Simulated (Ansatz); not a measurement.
## TiGe (model cell, started as wurtzite): relaxing the cell for a phonon run: bringing the structure to rest, k-mesh 9×9×8, smearing width 0.1 eV

Ansatz 0.2.0; DFT PBE, scalar-relativistic, plane waves, PAW.

The structure was built from a prototype and need not be the compound's stable phase.

It takes space group P6_3/mmc (No. 194, hexagonal). Conventional cell: a = 4.448 Å, b = 4.448 Å, c = 5.061 Å, α = 90.00°, β = 90.00°, γ = 120.00°. Nearest to Ti lie 5 Ge at 2.53 to 2.57 Å. Nearest to Ge lie 5 Ti at 2.53 to 2.57 Å. Farther neighbours are not listed.

Little changed from the start: no atom moved by 0.005 Å and no cell edge by 0.1 %.

Numbers from this step:

- pressure: -0.008035 GPa
- volume per atom: 21.70 Å³

ELF in the ac plane at fractional y = 0.333, with atoms of Ti and Ge within 0.2 Å of it. It is the smooth field of the valence electrons, not physical close to the nuclei.

Ten even steps from '0' (0.03) to '9' (0.62), each cell a mean:
```
51004874000379
51004885100479
51013897534689
42124799877898
54445555555555
67776421354213
78887413899512
79998427836932
79998438715942
78987415989622
67876411576213
55555544444445
43224688878887
51013897655799
51004885201579
```
Columns run along a (4.4 Å), rows up along c (5.1 Å). Atoms in or near the plane, at fractional coordinates: Ti at (0.67, 0.44), Ge at (0.67, 0.94).

Valence density in the ac plane at fractional y = 0.333, with atoms of Ti and Ge within 0.2 Å of it. It is the smooth field of the valence electrons, not physical close to the nuclei.

Ten steps, logarithmic in the rise over the least value, from '_' (0 e/Å³) to '@' (39 e/Å³), each cell a mean:
```
____________..--##@@%%==..__
____________..::**%%##--..__
____________....--==--::..__
______________..........____
________________......______
________________..::::..____
______________::==++==::____
____________..--******==..__
____________..==******==::__
______________::++++++--..__
______________..::--::..____
________________......______
________________........____
______________..::--::....__
____________..::++##**--..__
```
Columns run along a (4.4 Å), rows up along c (5.1 Å). Atoms in or near the plane, at fractional coordinates: Ti at (0.67, 0.44), Ge at (0.67, 0.94).

Electrostatic potential energy in the ac plane at fractional y = 0.333, with atoms of Ti and Ge within 0.2 Å of it. With pseudopotentials it is smooth inside the atoms' cores, unlike the true potential.

Values in eV, 15 rows by 14 columns, each cell a mean:
```
  9   8   7   8   8   8   0 -17 -28 -30 -30 -21  -5   7
  9   8   8   8   9   8   2 -14 -26 -29 -27 -18  -2   8
 10  10   9  10  10  10   6  -3 -15 -20 -17  -7   5  10
 12  11  11  11  12  12  10   7   1  -2   0   5   9  11
 12  12  12  12  12  12  10   8   6   4   5   8  10  12
 12  12  12  12  12  11   8   4  -3  -7  -5   2   7  10
 11  11  11  11  11   9   4  -8 -20 -24 -22 -12   1   8
  9  10  10  10   9   7  -2 -18 -28 -30 -29 -22  -6   6
  9  10   9   9   9   7  -2 -19 -29 -30 -29 -23  -6   6
 10  10  10  10  10   8   2 -12 -24 -27 -25 -16  -1   7
 11  12  12  12  11  10   7   1  -9 -13 -11  -2   6  10
 12  12  12  12  12  12  10   8   5   3   4   7  10  11
 12  12  11  12  12  12  10   8   4   1   3   7  10  11
 11  10  10  10  11  11   8   1 -10 -15 -12  -2   7  10
 10   9   8   9   9   9   3 -11 -23 -27 -25 -15   0   8
```
Columns run along a (4.4 Å; values clipped at the 3rd and 97th percentile), rows up along c (5.1 Å). Atoms in or near the plane, at fractional coordinates: Ti at (0.67, 0.44), Ge at (0.67, 0.94).

**Question.** Which input gives these results?

The system, level and task follow from the heading and the kind of results. Meshes, cutoffs and thresholds can't be read from the results; these are the ones that the run used.

Contents of input.yaml:

```yaml
crystal:
  lattice:
    - [4.4482955924, 3.2113e-06, 0.0]
    - [-2.2241505773, 3.8523353809, 0.0]
    - [0.0, 0.0, 5.061017113]
  atoms:
    - { symbol: Ti, position: [0.3333333333, 0.6666666667, -0.0625038928] }
    - { symbol: Ti, position: [0.6666666667, 0.3333333333, 0.4374961072] }
    - { symbol: Ge, position: [0.3333333333, 0.6666666667, 0.4375038928] }
    - { symbol: Ge, position: [0.6666666667, 0.3333333333, 0.9375038928] }
kpoints:
  mp_grid: { grid: [9, 9, 8] }
hamiltonian:
  xc: pbe
scf:
  occupations: { method: gaussian, width: 0.1 }
output:
  forces: true
  stress: true
  eigenvalues: true
  write_density: true
  write_potential: true
  elf: true
  volumetric_format: npy
relax:
  adjacent_minimum: "off"
  f_tol: 0.005
  max_steps: 80
  cell: { stress_tol: 0.05 }
```

Command:

```bash
ansatz run input.yaml --threads 4 --pin off --max-ram 7168MiB --backend cpu --events-out ev --progress --plain --runs-dir out
```

[Logs are printed without paths, hosts, clocks, repeated set-up lines and the standing remarks that a program may print on its own settings, such as how far it seeks lower states.]

[Hosts, paths, dates, database ids (printed as entryN), source tags and the programs' standing remarks are cut or masked in the printed files.]
